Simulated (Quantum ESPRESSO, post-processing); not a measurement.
# Work-function anisotropy of Ni, part 6 of 6

Wanted: work functions of Ni face by face, under two functionals.

Quantum ESPRESSO 7.5; plane-wave DFT, PBE, PseudoDojo norm-conserving pseudopotentials.

So far. Step 11 (Potential by pp.x of (100)): On (100) the work function under PBEsol lies +0.11 eV from PBE's. Step 12 (Relaxing the ions of (110), PBE): The relaxation lowers the energy by 11 meV an atom. On the free atoms the largest force ends at 0.023 eV/Å.

**13. SCF with pw.x of (110), PBE**

Level of this step: plane-wave DFT, PBE, PseudoDojo norm-conserving pseudopotentials (Quantum ESPRESSO 7.5).

File 110.pbe.in:

```
&control
  prefix = '110.pbe'
  outdir = './out'
  pseudo_dir = './pseudo'
  calculation = 'scf'
  tprnfor = .true.
/
&system
  ibrav = 0
  nat = 7
  ntyp = 1
  ecutwfc = 90
  ecutrho = 360
  occupations = 'smearing'
  smearing = 'mv'
  degauss = 0.02
  nspin = 2
  starting_magnetization(1) = 0.12
/
&electrons
  conv_thr = 1e-07
  mixing_beta = 0.4
  electron_maxstep = 120
  mixing_mode = 'local-TF'
/
ATOMIC_SPECIES
  Ni  58.6934  Ni.dojo-sr-pbe-0.4.1-standard.upf
CELL_PARAMETERS angstrom
  3.52000000000000 0.00000000000000 0.00000000000000
  0.00000000000000 2.48901586977665 0.00000000000000
  0.00000000000000 0.00000000000000 23.46704760932994
ATOMIC_POSITIONS crystal
  Ni  0.000000000000 0.000000000000 0.344420831600
  Ni  0.500000000000 0.500000000000 0.391980388400
  Ni  0.000000000000 0.000000000000 0.446967852300
  Ni  0.500000000000 0.500000000000 0.500000000000
  Ni  0.000000000000 0.000000000000 0.553032147700
  Ni  0.500000000000 0.500000000000 0.608019611600
  Ni  0.000000000000 0.000000000000 0.655579168400
K_POINTS automatic
  8 12 1 0 0 0
```

Started as:

```console
OMP_NUM_THREADS=1 mpirun -n 4 pw.x -nk 4 -in 110.pbe.in > 110.pbe.out
```

What it wrote:

```text
[banner, memory and clock lines left out]
Program PWSCF v.7.5 starts
[citation notice left out]

[...]
Message from routine setup:
[...]
bravais-lattice index     =            0
     lattice parameter (alat)  =       6.6518  a.u.
     unit-cell volume          =    1387.4757 (a.u.)^3
     number of atoms/cell      =            7
     number of atomic types    =            1
     number of electrons       =       126.00
     number of Kohn-Sham states=           76
     kinetic-energy cutoff     =      90.0000  Ry
     charge density cutoff     =     360.0000  Ry
     scf convergence threshold =      1.0E-07
     mixing beta               =       0.4000
     number of iterations used =            8  local-TF  mixing
     Exchange-correlation= PBE
                           (   1   4   3   4   0   0   0)

[...]
PseudoPot. # 1 for Ni read from file:
     ./pseudo/Ni.dojo-sr-pbe-0.4.1-standard.upf
     Pseudo is Norm-conserving + core correction, Zval = 18.0
     Generated using ONCVPSP code by D. R. Hamann
     Using radial grid of 1372 points,  6 beta functions with:
                l(1) =   0
                l(2) =   0
                l(3) =   1
                l(4) =   1
                l(5) =   2
                l(6) =   2

     atomic species   valence    mass     pseudopotential
     Ni               18.00    58.69340     Ni( 1.00)

     Starting magnetic structure
     atomic species   magnetization
     Ni              0.120

      8 Sym. Ops., with inversion, found

[...]
number of k points=    35  Marzari-Vanderbilt smearing, width (Ry)=  0.0200
[...]
Dense  grid:   160051 G-vectors     FFT dimensions: (  45,  30, 270)

     Generating pointlists ...
     new r_m :   0.2820 (alat units)  1.8759 (a.u.) for type    1

     Initial potential from superposition of free atoms

     starting charge     125.9984, renormalised to     126.0000

     negative rho (up, down):  8.747E-06 6.873E-06
     Starting wfcs are   70 randomized atomic wfcs +    6 random wfcs

     per-process dynamical memory:   582.8 Mb

     Self-consistent Calculation

     iteration #  1     ecut=    90.00 Ry     beta= 0.40
     Davidson diagonalization with overlap
     ethr =  1.00E-02,  avg # of iterations =  4.5

     total energy              =   -2348.78646096 Ry
     estimated scf accuracy    <       2.80997495 Ry

     total magnetization       =     6.39 Bohr mag/cell
     absolute magnetization    =     6.88 Bohr mag/cell

     iteration #  2     ecut=    90.00 Ry     beta= 0.40
[...]
total energy              =   -2348.80359371 Ry
     estimated scf accuracy    <       2.05001502 Ry

     total magnetization       =     5.80 Bohr mag/cell
     absolute magnetization    =     6.46 Bohr mag/cell

     iteration #  3     ecut=    90.00 Ry     beta= 0.40
[...]
total energy              =   -2348.87487704 Ry
     estimated scf accuracy    <       1.84112344 Ry

     total magnetization       =     5.72 Bohr mag/cell
     absolute magnetization    =     6.45 Bohr mag/cell

     iteration #  4     ecut=    90.00 Ry     beta= 0.40
[...]
total energy              =   -2348.88381553 Ry
     estimated scf accuracy    <       0.36476178 Ry

     total magnetization       =     5.12 Bohr mag/cell
     absolute magnetization    =     5.94 Bohr mag/cell

     iteration #  5     ecut=    90.00 Ry     beta= 0.40
[...]
total energy              =   -2348.88583024 Ry
     estimated scf accuracy    <       0.06997221 Ry

     total magnetization       =     4.84 Bohr mag/cell
     absolute magnetization    =     5.68 Bohr mag/cell

     iteration #  6     ecut=    90.00 Ry     beta= 0.40
[...]
total energy              =   -2348.88323268 Ry
     estimated scf accuracy    <       0.03135125 Ry

     total magnetization       =     4.80 Bohr mag/cell
     absolute magnetization    =     5.58 Bohr mag/cell

[...]
iteration # 16     ecut=    90.00 Ry     beta= 0.40
[...]
negative rho (up, down):  1.202E-04 1.245E-04

[...]
total energy              =   -2348.87863028 Ry
     estimated scf accuracy    <       0.00000235 Ry

     total magnetization       =     5.00 Bohr mag/cell
     absolute magnetization    =     5.73 Bohr mag/cell

     iteration # 17     ecut=    90.00 Ry     beta= 0.40
[...]
negative rho (up, down):  1.263E-05 1.371E-05

[...]
total energy              =   -2348.87863056 Ry
     estimated scf accuracy    <       0.00000019 Ry

     total magnetization       =     5.00 Bohr mag/cell
     absolute magnetization    =     5.73 Bohr mag/cell

     iteration # 18     ecut=    90.00 Ry     beta= 0.40
[...]
negative rho (up, down):  1.692E-06 1.670E-06

[...]
total energy              =   -2348.87863084 Ry
     estimated scf accuracy    <       0.00000016 Ry

     total magnetization       =     5.00 Bohr mag/cell
     absolute magnetization    =     5.73 Bohr mag/cell

     iteration # 19     ecut=    90.00 Ry     beta= 0.40
[...]
Magnetic moment per site  (integrated on atomic sphere of radius R)
     atom   1 (R=0.282)  charge= 16.4509  magn=  0.8172
     atom   2 (R=0.282)  charge= 16.4996  magn=  0.7509
     atom   3 (R=0.282)  charge= 16.5138  magn=  0.7253
     atom   4 (R=0.282)  charge= 16.5079  magn=  0.7122
     atom   5 (R=0.282)  charge= 16.5138  magn=  0.7253
     atom   6 (R=0.282)  charge= 16.4996  magn=  0.7509
     atom   7 (R=0.282)  charge= 16.4509  magn=  0.8172

[...]
End of self-consistent calculation

 ------ SPIN UP ------------

          k = 0.0000 0.0000 0.0000 ( 19971 PWs)   bands (ev):

   -99.6173 -99.6157 -99.5897 -99.5811 -99.5371 -99.2942 -99.2942 -60.1102
   -60.1055 -60.0888 -60.0379 -60.0096 -59.9973 -59.9962 -59.9506 -59.9439
   -59.9411 -59.9192 -59.8961 -59.8820 -59.8778 -59.8746 -59.7555 -59.7554
   -59.6976 -59.6976 -59.5972 -59.5966  -4.5548  -3.3824  -1.6723  -0.4180
    -0.1511  -0.0425   0.0047   0.4301   0.5789   0.9857   1.0331   1.1450
     1.3786   1.3849   1.5074   1.6381   1.6567   1.8077   1.8388   1.8424
     1.8797   2.1688   2.3767   2.4453   2.4731   2.6125   2.6403   2.7069
     2.7084   2.7090   2.8848   3.0498   3.1465   3.1655   3.2418   3.3854
     3.3981   3.4987   3.7185   5.2289   7.2813   7.3243   8.2688   9.0519
     9.1569   9.2841  11.1356  11.1569

          k = 0.0000 0.1179 0.0000 ( 19959 PWs)   bands (ev):

   -99.6162 -99.6148 -99.5890 -99.5806 -99.5366 -99.2935 -99.2935 -60.1075
   -60.1032 -60.0895 -60.0386 -60.0073 -60.0041 -60.0017 -59.9534 -59.9473
   -59.9439 -59.9204 -59.9012 -59.8890 -59.8773 -59.8766 -59.7626 -59.7626
   -59.6978 -59.6978 -59.5964 -59.5958  -4.3765  -3.2138  -1.5298  -0.3282
    -0.0713   0.0191   0.1069   0.5513   0.6433   0.9209   0.9332   1.0366
     1.2720   1.3138   1.3847   1.6230   1.6983   1.7411   1.8331   1.9226
     1.9394   2.2024   2.4091   2.4120   2.4193   2.5963   2.6122   2.7433
     2.7587   2.7863   2.9078   3.0266   3.1181   3.2075   3.2081   3.3321
     3.3648   3.4719   3.8048   5.3723   7.4789   7.7021   8.4350   9.2231
     9.4471   9.4491  11.3059  11.3283

[...]
the Fermi energy is     4.0834 ev

!    total energy              =   -2348.87863088 Ry
     estimated scf accuracy    <       0.00000003 Ry
     smearing contrib. (-TS)   =      -0.00214271 Ry
     internal energy E=F+TS    =   -2348.87648816 Ry

     The total energy is F=E-TS. E is the sum of the following terms:
     one-electron contribution =  -20088.42114548 Ry
     hartree contribution      =   10061.47544183 Ry
     xc contribution           =    -299.76596426 Ry
     ewald contribution        =    7977.83517975 Ry

     total magnetization       =     5.00 Bohr mag/cell
     absolute magnetization    =     5.73 Bohr mag/cell

     convergence has been achieved in  19 iterations

     Forces acting on atoms (cartesian axes, Ry/au):

     atom    1 type  1   force =     0.00000000    0.00000000    0.00025429
     atom    2 type  1   force =     0.00000000    0.00000000    0.00102755
     atom    3 type  1   force =     0.00000000    0.00000000    0.00340529
     atom    4 type  1   force =     0.00000000    0.00000000    0.00000000
     atom    5 type  1   force =     0.00000000    0.00000000   -0.00340529
     atom    6 type  1   force =     0.00000000    0.00000000   -0.00102755
     atom    7 type  1   force =     0.00000000    0.00000000   -0.00025429

     Total force =     0.005043     Total SCF correction =     0.001315
     SCF correction compared to forces is large: reduce conv_thr to get better values

[...]
```

Wall time 12 min (4 MPI ranks of Arm Neoverse V2, shared host); peak memory 2.8 GiB; 50 min of CPU time.

This step gave:

| Property | Result |
| --- | --- |
| free energy | -31958.1218 eV |
| Fermi energy | 4.083 eV |
| magnetization | 5 μB |
| absolute magnetization | 5.73 μB |
| site moments | 0.8172, 0.7509, 0.7253, 0.7122, 0.7253, 0.7509, 0.8172 μB |

**14. Electrostatic potential of (110)**

File 110.pbe.pot.in:

```
&inputpp
  prefix = '110.pbe'
  outdir = './out'
  filplot = '110.pbe.pot.dat'
  plot_num = 11
/
```

Started as:

```console
OMP_NUM_THREADS=1 mpirun -n 4 pp.x -in 110.pbe.pot.in > 110.pbe.pot.out
```

What it wrote:

```text
[banner, memory and clock lines left out]
Program POST-PROC v.7.5 starts

          URL

     ./out/110.pbe.save/

     IMPORTANT: XC functional enforced from input :
     Exchange-correlation= PBE
                           (   1   4   3   4   0   0   0)
     Any further DFT definition will be discarded
     Please, verify this is what you really want

     Calling punch_plot, plot_num =  11
     Writing data to file  110.pbe.pot.dat
     Message from routine chdens:
     namelist plot not found or invalid, exiting
```

Run time: 0.85 s. Hardware: 4 MPI ranks; peak memory 0.12 GiB; 3.1 s of CPU time.

Read from the output:

* work function of the upper face: 4.547 eV
* slope of the potential above: 1.51e-4 eV/Å
* upper vacuum line continued to the top atoms, over the Fermi level: 4.546 eV
* work function of the lower face: 4.547 eV
* slope of the potential below: -1.14e-4 eV/Å
* lower vacuum line continued to the bottom atoms, over the Fermi level: 4.546 eV

The potential energy, planar mean oscillates, so the rows of the table below give means over windows of 1.22 Å about each position, cut where the curve ends. Its maxima inside the range that stand out by 2 % of the span (Å: eV): 8.6: -8.53, 9.8: -5.71, 11.1: -6.35, 12.3: -6.35, 13.6: -5.71, 14.9: -8.53. Its minima: 8.1: -16.5, 9.2: -16.9, 10.5: -16.6, 11.7: -16.7, 13.0: -16.6, 14.3: -16.9, 15.4: -16.5.

Electrostatic potential energy of an electron; zero at the Fermi level. Table of potential energy, planar mean by z; means over each step:

z (Å), potential energy, planar mean (eV) and a bar from the least value:
```
     0.61        4.5 ##############################
     1.83        4.5 ##############################
     3.05        4.5 ##############################
     4.27        4.5 ##############################
     5.49        4.5 ##############################
     6.71        3.3 ############################
     7.93       -9.8 ####
     9.15      -12.0 
    10.37      -11.2 #
    11.59      -11.4 #
    12.81      -11.3 #
    14.03      -11.3 #
    15.25      -11.6 #
    16.47        1.9 #########################
    17.69        4.4 ##############################
    18.91        4.5 ##############################
    20.13        4.5 ##############################
    21.35        4.5 ##############################
    22.57        4.5 ##############################
```

**15. SCF with pw.x of (110), PBEsol**

Level of this step: plane-wave DFT, PBEsol, PseudoDojo norm-conserving pseudopotentials (Quantum ESPRESSO 7.5).

110.pbesol.in is the input of step 13 with these lines changed:

```diff
@@ -1,3 +1,3 @@
 &control
-  prefix = '110.pbe'
+  prefix = '110.pbesol'
   outdir = './out'
@@ -26,3 +26,3 @@
 ATOMIC_SPECIES
-  Ni  58.6934  Ni.dojo-sr-pbe-0.4.1-standard.upf
+  Ni  58.6934  Ni.dojo-sr-pbesol-0.4.1-standard.upf
 CELL_PARAMETERS angstrom
```

Started as:

```console
OMP_NUM_THREADS=1 mpirun -n 4 pw.x -nk 4 -in 110.pbesol.in > 110.pbesol.out
```

What it wrote:

```text
[banner, memory and clock lines left out]
Program PWSCF v.7.5 starts
[...]
Message from routine setup:
[...]
number of electrons       =       126.00
     number of Kohn-Sham states=           76
     kinetic-energy cutoff     =      90.0000  Ry
     charge density cutoff     =     360.0000  Ry
[...]
number of k points=    35  Marzari-Vanderbilt smearing, width (Ry)=  0.0200
[...]
Dense  grid:   160051 G-vectors     FFT dimensions: (  45,  30, 270)
[...]
negative rho (up, down):  8.695E-06 6.832E-06
     Starting wfcs are   70 randomized atomic wfcs +    6 random wfcs
[...]
estimated scf accuracy    <       2.61753872 Ry
     total magnetization       =     6.47 Bohr mag/cell
     absolute magnetization    =     6.94 Bohr mag/cell
[...]
estimated scf accuracy    <       1.91095204 Ry
     total magnetization       =     5.83 Bohr mag/cell
     absolute magnetization    =     6.46 Bohr mag/cell
[...]
estimated scf accuracy    <       1.89357553 Ry
     total magnetization       =     5.74 Bohr mag/cell
     absolute magnetization    =     6.43 Bohr mag/cell
[...]
estimated scf accuracy    <       0.28966013 Ry
     total magnetization       =     5.05 Bohr mag/cell
     absolute magnetization    =     5.83 Bohr mag/cell
[...]
estimated scf accuracy    <       0.05865698 Ry
     total magnetization       =     4.82 Bohr mag/cell
     absolute magnetization    =     5.59 Bohr mag/cell
[...]
estimated scf accuracy    <       0.03099457 Ry
     total magnetization       =     4.81 Bohr mag/cell
     absolute magnetization    =     5.52 Bohr mag/cell
[...]
estimated scf accuracy    <       0.02624689 Ry
     total magnetization       =     4.81 Bohr mag/cell
     absolute magnetization    =     5.47 Bohr mag/cell
[...]
estimated scf accuracy    <       0.01673729 Ry
     total magnetization       =     4.86 Bohr mag/cell
     absolute magnetization    =     5.49 Bohr mag/cell
[...]
negative rho (up, down):  3.981E-06 1.710E-05
[...]
estimated scf accuracy    <       0.00767372 Ry
     total magnetization       =     4.97 Bohr mag/cell
     absolute magnetization    =     5.59 Bohr mag/cell
[...]
negative rho (up, down):  4.839E-03 5.218E-03
[...]
estimated scf accuracy    <       0.01795381 Ry
     total magnetization       =     4.96 Bohr mag/cell
     absolute magnetization    =     5.61 Bohr mag/cell
[...]
negative rho (up, down):  7.202E-03 7.405E-03
[...]
estimated scf accuracy    <       0.00788408 Ry
     total magnetization       =     5.00 Bohr mag/cell
     absolute magnetization    =     5.67 Bohr mag/cell
[...]
negative rho (up, down):  6.422E-03 6.553E-03
[...]
estimated scf accuracy    <       0.00092670 Ry
     total magnetization       =     5.00 Bohr mag/cell
     absolute magnetization    =     5.69 Bohr mag/cell
[...]
negative rho (up, down):  3.286E-03 3.350E-03
[...]
estimated scf accuracy    <       0.00098326 Ry
     total magnetization       =     4.98 Bohr mag/cell
     absolute magnetization    =     5.65 Bohr mag/cell
[...]
negative rho (up, down):  1.618E-03 1.651E-03
[...]
estimated scf accuracy    <       0.00006528 Ry
     total magnetization       =     4.98 Bohr mag/cell
     absolute magnetization    =     5.65 Bohr mag/cell
[...]
negative rho (up, down):  2.362E-04 2.425E-04
[...]
estimated scf accuracy    <       0.00001152 Ry
     total magnetization       =     4.99 Bohr mag/cell
     absolute magnetization    =     5.65 Bohr mag/cell
[...]
negative rho (up, down):  1.348E-04 1.389E-04
[...]
estimated scf accuracy    <       0.00000279 Ry
     total magnetization       =     4.99 Bohr mag/cell
     absolute magnetization    =     5.65 Bohr mag/cell
[...]
negative rho (up, down):  3.286E-06 3.420E-06
[...]
estimated scf accuracy    <       0.00000021 Ry
     total magnetization       =     4.99 Bohr mag/cell
     absolute magnetization    =     5.65 Bohr mag/cell
[...]
the Fermi energy is     3.9456 ev
!    total energy              =   -2346.88441920 Ry
     estimated scf accuracy    <       0.00000002 Ry
     smearing contrib. (-TS)   =      -0.00174300 Ry
     internal energy E=F+TS    =   -2346.88267620 Ry
[...]
one-electron contribution =  -20088.01820116 Ry
     hartree contribution      =   10060.14467691 Ry
     xc contribution           =    -296.84433171 Ry
     ewald contribution        =    7977.83517975 Ry
     total magnetization       =     4.99 Bohr mag/cell
     absolute magnetization    =     5.65 Bohr mag/cell
     convergence has been achieved in  18 iterations
[...]
Total force =     0.026425     Total SCF correction =     0.000728
[...]
```

Elapsed: 12 min, on 4 MPI ranks; peak memory 2.8 GiB; 47 min of CPU time.

Numbers from this step:

| Property | Result |
| --- | --- |
| free energy | -31930.9892 eV |
| Fermi energy | 3.946 eV |
| magnetization | 4.99 μB |
| absolute magnetization | 5.65 μB |
| site moments | 0.8115, 0.7451, 0.7197, 0.7061, 0.7197, 0.7451, 0.8115 μB |

**16. Potential by pp.x of (110)**

File 110.pbesol.pot.in:

```
&inputpp
  prefix = '110.pbesol'
  outdir = './out'
  filplot = '110.pbesol.pot.dat'
  plot_num = 11
/
```

Started as:

```console
OMP_NUM_THREADS=1 mpirun -n 4 pp.x -in 110.pbesol.pot.in > 110.pbesol.pot.out
```

The job ended after 0.85 s (4 MPI ranks; peak memory 0.12 GiB; 3.1 s of CPU time).

This step gave:

```
work function of the upper face                                       : 4.653 eV
slope of the potential above                                          : 1.25e-4 eV/Å
upper vacuum line continued to the top atoms, over the Fermi level    : 4.652 eV
work function of the lower face                                       : 4.653 eV
slope of the potential below                                          : -9.42e-5 eV/Å
lower vacuum line continued to the bottom atoms, over the Fermi level : 4.652 eV
```

On (110) the work function under PBEsol lies +0.11 eV from PBE's.

**17. The series side by side**

All levels:

```
        level  work function (eV)  CPU time (s)
   (111), PBE               5.031         635.3
(111), PBEsol               5.174         632.8
   (100), PBE               4.901         888.7
(100), PBEsol               5.013         903.8
   (110), PBE               4.547          2980
(110), PBEsol               4.653          2823
```

**18. Worked from the printed numbers**

For (111) under PBE, on the run's own zero: φ = 9.992 − (4.961) = 5.031 eV.

**19. Outcome**

```
work function of (111), PBE    : 5.03 eV
work function of (111), PBEsol : 5.17 eV
work function of (100), PBE    : 4.90 eV
work function of (100), PBEsol : 5.01 eV
work function of (110), PBE    : 4.55 eV
work function of (110), PBEsol : 4.65 eV
```

Under PBE the work functions are 5.03 eV on (111), 4.90 eV on (100) and 4.55 eV on (110). In order of packing, from 5.37 to 8.76 Å² an atom, the faces are (111), (100) and (110). The work function falls in the same order, as Smoluchowski's picture of charge smoothing over rough faces expects. PBEsol lies +0.11 to +0.14 eV from PBE on the same atoms, nearly a rigid shift. The top two spacings change by -1.6 and -0.2 % on (111), -4.1 and +0.8 % on (100) and -10.3 and +3.7 % on (110). The slabs are thin and unreconstructed, at the tabulated lattice constant; thickness and mesh leave some 0.05 to 0.1 eV open.

Computed beside measured:

| quantity | measured | PBE | PBEsol |
| --- | --- | --- | --- |
| work function of (111) (eV) | 5.36 | 5.03 (-0.33 eV) | 5.17 (-0.19 eV) |
| work function of (100) (eV) | 5.17 | 4.90 (-0.27 eV) | 5.01 (-0.16 eV) |
| work function of (110) (eV) | 4.55 | 4.55 (-0.00 eV) | 4.65 (+0.10 eV) |

Measured values from arxiv:1902.07811 (2019).

**Verdict.** The grades are ours: good and fair within 3 and 7 % for the work function of (111), 3 and 7 % for the work function of (100) and 3 and 7 % for the work function of (110). Other measurements of the same face can differ from the value quoted by 0.1 to 0.2 eV.

[Logs are printed without paths, hosts, clocks, repeated set-up lines and the standing remarks that a program may print on its own settings, such as how far it seeks lower states.]

[Hosts, paths, dates, database ids (printed as entryN), source tags and the programs' standing remarks are cut or masked in the printed files.]

[Maps of the electrostatic potential energy from Ansatz leave out the sawtooth potential of an applied field or a dipole correction, so their vacuum need not be flat; planar profiles and work functions include it.]
